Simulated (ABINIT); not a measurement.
## A GW chain in ABINIT: MoS2 (P6_3/mmc)

Wanted: ground state, empty states, screening and self-energy for MoS2 (P6_3/mmc).

Program: ABINIT 10.8.3. Level of theory: PBE and many-body steps on it, plane waves. Results are calculated unless marked as measured.

The database entry behind the starting cell differs from later determinations by our own check (about 0.3 % long), so it need not match the best structure at ambient conditions.

## Step 1: Set-up

It takes space group P6_3/mmc (No. 194, hexagonal). The conventional cell has a = 3.169 Å, b = 3.169 Å, c = 12.324 Å, α = 90.00°, β = 90.00°, γ = 120.00°. Nearest to Mo lie 6 S at 2.41 Å. Nearest to S lie 3 Mo at 2.41 Å. Farther neighbours and most contacts between anions are not listed.

The cell and positions come from the Crystallography Open Database and are kept as given unless a step says otherwise.

## Step 2: Ground state

This step: ABINIT 10.8.3; DFT, PBE, plane waves, norm-conserving pseudopotentials.

The ground-state density comes first.

Input file run.abi:

```
acell 3*1.0 Angstrom
rprim 
  3.169000000004 -0.000000000001 0.000000000000
  -1.584500000001 2.744434504597 0.000000000000
  0.000000000000 0.000000000000 12.324000000000
ntypat 2
znucl 42 16
natom 6
typat 1 1 2 2 2 2
xred 
  0.333333333333 0.666666666667 0.250000000000
  0.666666666667 0.333333333333 0.750000000000
  0.333333333333 0.666666666667 0.623000000000
  0.666666666667 0.333333333333 0.123000000000
  0.333333333333 0.666666666667 0.877000000000
  0.666666666667 0.333333333333 0.377000000000
pp_dirpath "pseudos"
pseudos "Mo.upf, S.upf"
ecut 36
ngkpt 6 6 2
nshiftk 1
shiftk 0 0 0
kptopt 1
chksymbreak 0
nband 33
occopt 1
tolvrs 1e-10
nstep 60
prtwf 0
indata_prefix "in"
outdata_prefix "out"
tmpdata_prefix "tmp"
```

Launch:

```bash
> OMP_NUM_THREADS=1 mpirun -n 4 abinit run.abi > log
```

Numbers of over 12 decimals in the logs are rounded to 6 here.

Log:

```text
.Version 10.8.3 of ABINIT. v10.8.2 released Aug 2026.

 Symmetries : space group P6_3/m m c (#194); Bravais hP (primitive hexag.)
================================================================================
 Values of the parameters that define the memory need of the present run
     intxc =       0    ionmov =       0      iscf =       7    lmnmax =       6
     lnmax =       6     mgfft =     128  mpssoang =       3    mqgrid =    6291
     natom =       6  nloc_mem =       1    nspden =       1   nspinor =       1
    nsppol =       1      nsym =      24    n1xccc =    2501    ntypat =       2
    occopt =       1   xclevel =       2
-    mband =          33        mffmem =           1         mkmem =           4
       mpw =        7490          nfft =      165888          nkpt =          14
================================================================================
  Rough estimation (10% accuracy) of disk space for files :
================================================================================

--------------------------------------------------------------------------------
------------- Echo of variables that govern the present computation ------------
--------------------------------------------------------------------------------
 -outvars: echo values of preprocessed input variables --------
            acell      1.8897261259E+00  1.8897261259E+00  1.8897261259E+00 Bohr

      chksymbreak           0
             ecut      3.60000000E+01 Hartree
-          fftalg         312

              ixc     -101130
              kpt      0.00000000E+00  0.00000000E+00  0.00000000E+00
                       1.66666667E-01  0.00000000E+00  0.00000000E+00
                       3.33333333E-01  0.00000000E+00  0.00000000E+00
                       5.00000000E-01  0.00000000E+00  0.00000000E+00
                       1.66666667E-01  1.66666667E-01  0.00000000E+00
                       3.33333333E-01  1.66666667E-01  0.00000000E+00
                       3.33333333E-01  3.33333333E-01  0.00000000E+00
                       0.00000000E+00  0.00000000E+00  5.00000000E-01
                       1.66666667E-01  0.00000000E+00  5.00000000E-01
                       3.33333333E-01  0.00000000E+00  5.00000000E-01
                       5.00000000E-01  0.00000000E+00  5.00000000E-01
[...]
kptrlatt        6    0    0      0    6    0      0    0    2
          kptrlen      3.59312526E+01
P           mkmem           4
            natom           6
            nband          33
            ngfft          36      36     128
             nkpt          14
            nstep          60
             nsym          24
           ntypat           2
              occ      2.000000  2.000000  2.000000  2.000000  2.000000  2.000000
                       2.000000  2.000000  2.000000  2.000000  2.000000  2.000000
                       2.000000  2.000000  2.000000  2.000000  2.000000  2.000000
                       2.000000  2.000000  2.000000  2.000000  2.000000  2.000000
                       2.000000  2.000000  0.000000  0.000000  0.000000  0.000000
[...]
prtwf           0
            rprim      3.1690000000E+00 -1.0000000000E-12  0.0000000000E+00
[...]
spgroup         194

           tolvrs      1.00000000E-10

             xred      3.3333333333E-01  6.6666666667E-01  2.5000000000E-01
[...]
znucl       42.00000   16.00000

================================================================================

 chkinp: Checking input parameters for consistency.

================================================================================
== DATASET  1 ==================================================================
-   mpi_nproc: 4, omp_nthreads: 1 (-1 if OMP is not activated)

--- !DatasetInfo
iteration_state: {dtset: 1, }
dimensions: {natom: 6, nkpt: 14, mband: 33, nsppol: 1, nspinor: 1, nspden: 1, mpw: 7490, }
cutoff_energies: {ecut:  36.0, pawecutdg:  -1.0, }
electrons: {nelect:   5.20000000E+01, charge:   0.00000000E+00, occopt:   1.00000000E+00, tsmear:   1.00000000E-02, }

 Real(R)+Recip(G) space primitive vectors, cartesian coordinates (Bohr,Bohr^-1):
 R(1)=  5.9885421  0.0000000  0.0000000  G(1)=  0.1669856  0.0964092  0.0000000
 R(2)= -2.9942710  5.1862296  0.0000000  G(2)=  0.0000000  0.1928183  0.0000000
 R(3)=  0.0000000  0.0000000 23.2889848  G(3)=  0.0000000  0.0000000  0.0429388
 Unit cell volume ucvol=  7.2330822E+02 bohr^3
 Angles (23,13,12)=  9.00000000E+01  9.00000000E+01  1.20000000E+02 degrees

 getcut: wavevector=  0.0000  0.0000  0.0000  ngfft=  36  36 128
         ecut(hartree)=     36.000   => boxcut(ratio)=   2.03490

--- Pseudopotential description ------------------------------------------------
- Mo Generated using ONCVPSP code by D. R. Hamann
- 42.00000  14.00000  171031                  znucl, zion, pspdat
12 -101130 2 -1 1640                          pspcod,pspxc,lmax,lloc,mmax
     nproj     2     2     2
  pspatm : epsatm=   15.95693798
         --- l  ekb(1:nproj) -->
[...]
pspatm: atomic psp has been read  and splines computed

- S Generated using ONCVPSP code by D. R. Hamann
- 16.00000   6.00000  171031                  znucl, zion, pspdat
[...]
ETOT  9  -184.89632061420    -2.107E-09 1.706E-04 4.393E-07
 ETOT 10  -184.89632061432    -1.168E-10 2.595E-04 4.454E-08
 ETOT 11  -184.89632061434    -1.907E-11 1.106E-04 4.078E-09
 ETOT 12  -184.89632061434     4.093E-12 1.802E-04 3.639E-10
 ETOT 13  -184.89632061434    -1.677E-12 6.883E-05 5.798E-11

 At SCF step   13       vres2   =  5.80E-11 < tolvrs=  1.00E-10 =>converged.

 Cartesian components of stress tensor (hartree/bohr^3)
  sigma(1 1)= -5.90480407E-05  sigma(3 2)=  0.00000000E+00
  sigma(2 2)= -5.90480407E-05  sigma(3 1)=  0.00000000E+00
  sigma(3 3)= -7.38400160E-05  sigma(2 1)=  0.00000000E+00

--- !ResultsGS
iteration_state: {dtset: 1, }
comment   : Summary of ground state results
lattice_vectors:
- [  5.9885421,  -0.0000000,   0.0000000, ]
- [ -2.9942710,   5.1862296,   0.0000000, ]
- [  0.0000000,   0.0000000,  23.2889848, ]
lattice_lengths: [   5.98854,    5.98854,   23.28898, ]
lattice_angles: [ 90.000,  90.000, 120.000, ] # degrees, (23, 13, 12)
lattice_volume:   7.2330822E+02
convergence: {deltae: -1.677E-12, res2:  5.798E-11, residm:  6.883E-05, diffor: null, }
etotal    :  -1.84896321E+02
entropy   :   0.00000000E+00
fermie    :   3.09959974E-01
cartesian_stress_tensor: # hartree/bohr^3
- [ -5.90480407E-05,   0.00000000E+00,   0.00000000E+00, ]
- [  0.00000000E+00,  -5.90480407E-05,   0.00000000E+00, ]
- [  0.00000000E+00,   0.00000000E+00,  -7.38400160E-05, ]
pressure_GPa:   1.8823E+00
xred      :
- [  3.3333E-01,   6.6667E-01,   2.5000E-01, Mo]
- [  6.6667E-01,   3.3333E-01,   7.5000E-01, Mo]
- [  3.3333E-01,   6.6667E-01,   6.2300E-01,  S]
- [  6.6667E-01,   3.3333E-01,   1.2300E-01,  S]
- [  3.3333E-01,   6.6667E-01,   8.7700E-01,  S]
- [  6.6667E-01,   3.3333E-01,   3.7700E-01,  S]
cartesian_forces: # hartree/bohr
- [  7.02551321E-31,   3.65056375E-30,  -0.00000000E+00, ]
- [  7.02551321E-31,  -2.83932736E-30,  -9.03272127E-32, ]
- [ -1.40510264E-30,  -1.62247278E-30,   1.03786198E-03, ]
- [  2.56087294E-43,   8.11236389E-31,   1.03786198E-03, ]
- [  7.02551321E-31,  -4.05618195E-31,  -1.03786198E-03, ]
- [ -7.02551321E-31,   4.05618195E-31,  -1.03786198E-03, ]
force_length_stats: {min:   2.92634879E-30, max:   1.03786198E-03, mean:   6.91907984E-04, }

 Integrated electronic density in atomic spheres:
 ------------------------------------------------
 Atom  Sphere_radius  Integrated_density
[...]
================================================================================

 ----iterations are completed or convergence reached----

 Mean square residual over all n,k,spin=   43.385E-08; max=  68.827E-06
 reduced coordinates (array xred) for    6 atoms
[...]
0.666666666667      0.333333333333      0.750000000000
       0.333333333333      0.666666666667      0.623000000000
       0.666666666667      0.333333333333      0.123000000000
       0.333333333333      0.666666666667      0.877000000000
       0.666666666667      0.333333333333      0.377000000000
 rms dE/dt=  1.1394E-02; max dE/dt=  2.4171E-02; dE/dt below (all hartree)
    1      -0.000000000000     -0.000000000000      0.000000000000
    2      -0.000000000000      0.000000000000      0.000000000000
    3       0.000000000000      0.000000000000     -0.024170751752
    4      -0.000000000000     -0.000000000000     -0.024170751752
    5      -0.000000000000      0.000000000000      0.024170751752
    6       0.000000000000     -0.000000000000      0.024170751752

 cartesian coordinates (angstrom) at end:
    1      6.7e-13     1.829623     3.081000
    2      1.584500     0.914812     9.243000
    3      6.7e-13     1.829623     7.677852
    4      1.584500     0.914812     1.515852
[...]
cartesian forces (hartree/bohr) at end:
[...]
frms,max,avg= 4.8925283E-04 1.0378620E-03   0.000E+00  0.000E+00  0.000E+00 h/b

 cartesian forces (eV/Angstrom) at end:
[...]
2      0.000000    -0.000000    -0.000000
    3     -0.000000    -0.000000     0.053369
    4      0.000000     0.000000     0.053369
    5      0.000000    -0.000000    -0.053369
    6     -0.000000     0.000000    -0.053369
 frms,max,avg= 2.5158392E-02 5.3369009E-02   0.000E+00  0.000E+00  0.000E+00 e/A
 length scales=  1.889726125908  1.889726125908  1.889726125908 bohr
              =  1.000000000000  1.000000000000  1.000000000000 angstroms
 prteigrs : about to open file out_EIG
 Fermi (or HOMO) energy (hartree) =   0.30996   Average Vxc (hartree)=  -0.40245
 Eigenvalues (hartree) for nkpt=  14  k points:
 kpt#   1, nband= 33, wtk=  0.01389, kpt=  0.0000  0.0000  0.0000 (reduced coord)
  -1.95125   -1.95125   -1.00128   -1.00127   -0.99293   -0.99293   -0.99293   -0.99293
  -0.23958   -0.22966   -0.19514   -0.17888    0.05790    0.09584    0.18196    0.18981
   0.18981    0.19029    0.19029    0.23000    0.23000    0.23172    0.23172    0.26647
   0.26790    0.30996    0.38712    0.38733    0.38816    0.38827    0.39315    0.39331
   0.39947
 prteigrs : prtvol=0 or 1, do not print more k-points.

--- !EnergyTerms
iteration_state     : {dtset: 1, }
comment             : Components of total free energy in Hartree
kinetic             :  6.00147592861246E+01
hartree             :  5.39885223318747E+01
xc                  : -3.33780456302612E+01
Ewald energy        : -1.19847493795111E+02
psp_core            :  4.88769548579594E+00
local_psp           : -1.73802185837384E+02
non_local_psp       :  2.32404275446236E+01
total_energy        : -1.84896320614338E+02
total_energy_eV     : -5.03128519569748E+03
band_energy         : -1.61958635705189E+01

 Cartesian components of stress tensor (hartree/bohr^3)
  sigma(1 1)= -5.90480407E-05  sigma(3 2)=  0.00000000E+00
  sigma(2 2)= -5.90480407E-05  sigma(3 1)=  0.00000000E+00
  sigma(3 3)= -7.38400160E-05  sigma(2 1)=  0.00000000E+00

-Cartesian components of stress tensor (GPa)         [Pressure=  1.8823E+00 GPa]
- sigma(1 1)= -1.73725334E+00  sigma(3 2)=  0.00000000E+00
- sigma(2 2)= -1.73725334E+00  sigma(3 1)=  0.00000000E+00
- sigma(3 3)= -2.17244827E+00  sigma(2 1)=  0.00000000E+00

== END DATASET(S) ==============================================================
================================================================================

 -outvars: echo values of variables after computation  --------
           etotal     -1.8489632061E+02
            nband          33
             nkpt          14
          spgroup         194
 [... the other variables as echoed above ...]

 Calculation completed.
```

It took 51 s on 4 MPI ranks of Arm Neoverse V1, shared host; peak memory 0.44 GiB; 3.4 min of CPU time.

Numbers from this step:

```
total energy               : -5031.2852 eV
gap                        : 0.8887 eV
k of the valence top       : 0, 0, 0
k of the conduction bottom : 0.1667, 0.1667, 0
least direct gap           : 1.654 eV
pressure                   : 1.882 GPa
```

The gap is indirect, with the least direct gap 0.77 eV higher.

The cutoff was set for levels, not for stress, so the pressure can be off by some GPa.

## Step 3: Empty states on the mesh, 3×3×1 mesh, 134 bands

The sums over transitions need many empty states on a uniform mesh; this step solves for them.

Edit run.abi of step 2 so:

```diff
@@ -19,3 +19,3 @@
 ecut 36
-ngkpt 6 6 2
+ngkpt 3 3 1
 nshiftk 1
@@ -24,7 +24,10 @@
 chksymbreak 0
-nband 33
-occopt 1
-tolvrs 1e-10
+iscf -2
+irdden 1
+istwfk *1
+nband 134
+nbdbuf 12
+tolwfr 1e-09
 nstep 60
-prtwf 0
+prtvol 0
 indata_prefix "in"
```

Launch:

```bash
> OMP_NUM_THREADS=1 mpirun -n 3 abinit run.abi > log
```

Log:

```text
.Version 10.8.3 of ABINIT. v10.8.2 released Aug 2026.

 Symmetries : space group P6_3/m m c (#194); Bravais hP (primitive hexag.)
[... echo of the input left out ...]
== DATASET  1 ==================================================================
-   mpi_nproc: 3, omp_nthreads: 1 (-1 if OMP is not activated)

--- !DatasetInfo
iteration_state: {dtset: 1, }
dimensions: {natom: 6, nkpt: 3, mband: 134, nsppol: 1, nspinor: 1, nspden: 1, mpw: 7476, }
cutoff_energies: {ecut:  36.0, pawecutdg:  -1.0, }
electrons: {nelect:   5.20000000E+01, charge:   0.00000000E+00, occopt:   1.00000000E+00, tsmear:   1.00000000E-02, }

 Real(R)+Recip(G) space primitive vectors, cartesian coordinates (Bohr,Bohr^-1):
 R(1)=  5.9885421  0.0000000  0.0000000  G(1)=  0.1669856  0.0964092  0.0000000
 R(2)= -2.9942710  5.1862296  0.0000000  G(2)=  0.0000000  0.1928183  0.0000000
 R(3)=  0.0000000  0.0000000 23.2889848  G(3)=  0.0000000  0.0000000  0.0429388
 Unit cell volume ucvol=  7.2330822E+02 bohr^3
 Angles (23,13,12)=  9.00000000E+01  9.00000000E+01  1.20000000E+02 degrees

 getcut: wavevector=  0.0000  0.0000  0.0000  ngfft=  36  36 128
         ecut(hartree)=     36.000   => boxcut(ratio)=   2.03490

--- Pseudopotential description ------------------------------------------------
- Mo Generated using ONCVPSP code by D. R. Hamann
- 42.00000  14.00000  171031                  znucl, zion, pspdat
12 -101130 2 -1 1640                          pspcod,pspxc,lmax,lloc,mmax
     nproj     2     2     2
  pspatm : epsatm=   15.95693798
         --- l  ekb(1:nproj) -->
             0   13.833287    1.350687
             1    8.015347    1.134034
             2    2.765699    0.969071
 pspatm: atomic psp has been read  and splines computed

- S Generated using ONCVPSP code by D. R. Hamann
- 16.00000   6.00000  171031                  znucl, zion, pspdat
12 -101130 2 -1 1146                          pspcod,pspxc,lmax,lloc,mmax
     nproj     2     2     2
  pspatm : epsatm=    9.01821529
         --- l  ekb(1:nproj) -->
[...]
pspatm: atomic psp has been read  and splines computed

--------------------------------------------------------------------------------

================================================================================
 prteigrs : about to open file out_EIG
 Non-SCF case, kpt    1 (  0.00000  0.00000  0.00000), residuals and eigenvalues=
  2.45E-10  2.87E-10  3.67E-10  2.85E-10  3.06E-10  8.37E-10  3.32E-10  8.76E-10
  3.79E-10  7.65E-10  3.03E-10  5.79E-10  2.75E-10  2.96E-10  7.10E-10  3.36E-10
  8.76E-10  3.55E-10  8.79E-10  4.49E-10  9.62E-10  5.60E-10  6.58E-10  2.32E-10
[...]
5.82E-10  8.27E-08  5.38E-07  4.76E-07  9.17E-05  3.13E-07
 -1.9512E+00 -1.9512E+00 -1.0013E+00 -1.0013E+00 -9.9293E-01 -9.9293E-01
 -9.9293E-01 -9.9293E-01 -2.3958E-01 -2.2966E-01 -1.9514E-01 -1.7888E-01
[...]
1.9870E+00  1.9870E+00  2.0081E+00  2.0081E+00  2.0272E+00  2.0381E+00
  2.0802E+00  2.0838E+00
 prteigrs : prtvol=0 or 1, do not print more k-points.

--- !ResultsGS
iteration_state: {dtset: 1, }
comment   : Summary of ground state results
lattice_vectors:
- [  5.9885421,  -0.0000000,   0.0000000, ]
- [ -2.9942710,   5.1862296,   0.0000000, ]
- [  0.0000000,   0.0000000,  23.2889848, ]
lattice_lengths: [   5.98854,    5.98854,   23.28898, ]
lattice_angles: [ 90.000,  90.000, 120.000, ] # degrees, (23, 13, 12)
lattice_volume:   7.2330822E+02
convergence: {deltae:  0.000E+00, res2:  0.000E+00, residm:  9.964E-10, diffor:  0.000E+00, }
etotal    :  -1.84896321E+02
entropy   :   0.00000000E+00
fermie    :   3.09959974E-01
cartesian_stress_tensor: null
pressure_GPa: null
xred      :
- [  3.3333E-01,   6.6667E-01,   2.5000E-01, Mo]
- [  6.6667E-01,   3.3333E-01,   7.5000E-01, Mo]
- [  3.3333E-01,   6.6667E-01,   6.2300E-01,  S]
- [  6.6667E-01,   3.3333E-01,   1.2300E-01,  S]
- [  3.3333E-01,   6.6667E-01,   8.7700E-01,  S]
- [  6.6667E-01,   3.3333E-01,   3.7700E-01,  S]
cartesian_forces: null
force_length_stats: {min: null, max: null, mean: null, }

 Integrated electronic density in atomic spheres:
 ------------------------------------------------
 Atom  Sphere_radius  Integrated_density
[...]
================================================================================

 ----iterations are completed or convergence reached----

 Mean square residual over all n,k,spin=   49.859E-11; max=  99.641E-11
 reduced coordinates (array xred) for    6 atoms
[...]
0.333333333333      0.666666666667      0.877000000000
       0.666666666667      0.333333333333      0.377000000000

 cartesian coordinates (angstrom) at end:
    1      6.7e-13     1.829623     3.081000
    2      1.584500     0.914812     9.243000
    3      6.7e-13     1.829623     7.677852
    4      1.584500     0.914812     1.515852
    5      6.7e-13     1.829623    10.808148
    6      1.584500     0.914812     4.646148
 length scales=  1.889726125908  1.889726125908  1.889726125908 bohr
              =  1.000000000000  1.000000000000  1.000000000000 angstroms
 prteigrs : about to open file out_EIG
 Eigenvalues (hartree) for nkpt=   3  k points:
 kpt#   1, nband=134, wtk=  0.11111, kpt=  0.0000  0.0000  0.0000 (reduced coord)
[...]
1.84362    1.84362    1.84641    1.84641    1.87418    1.93250    1.93250    1.93593
   1.93593    1.93861    1.95332    1.97548    1.98609    1.98609    1.98696    1.98696
   2.00812    2.00812    2.02719    2.03806    2.08020    2.08378
 prteigrs : prtvol=0 or 1, do not print more k-points.

== END DATASET(S) ==============================================================
================================================================================

 -outvars: echo values of variables after computation  --------
            nband         134
             nkpt           3
          spgroup         194
 [... the other variables as echoed above ...]

 Calculation completed.
```

It took 39 s on 3 MPI ranks; peak memory 0.31 GiB.

Numbers from this step:

```yaml
gap: 1.052 eV
k_of_the_valence_top: 0, 0, 0
k_of_the_conduction_bottom: 0.3333, 0.3333, 0
least_direct_gap: 1.654 eV
k_points_computed: 3
lowest_point_of_the_top_converged_band_above_the_valence_top: 42.26 eV
```

On this mesh the gap is 1.052 eV. The earlier step found 0.889 eV, so this mesh misses an edge.

(Continued in part 2 of 2.)

[Paths, hosts, dates, memory and timing lines, banners, echoed tables and standing remarks are left out of the program output.]

[Logs are printed without paths, hosts, clocks, repeated set-up lines and the standing remarks that a program may print on its own settings, such as how far it seeks lower states.]

[Runs of the session that timed out or met a known fault of the program may be left out.]

[Hosts, paths, dates, database ids (printed as entryN), source tags and the programs' standing remarks are cut or masked in the printed files.]

[G0W0 gaps are taken among the corrected bands and points alone; a level outside them can change the order at an edge.]

[Where Ansatz stands beside ABINIT at settings called matched, ABINIT's density can come from a denser mesh and the files from another edition; pairs whose starting gaps differed by over 0.03 eV were left out, so agreement reads better than it is.]
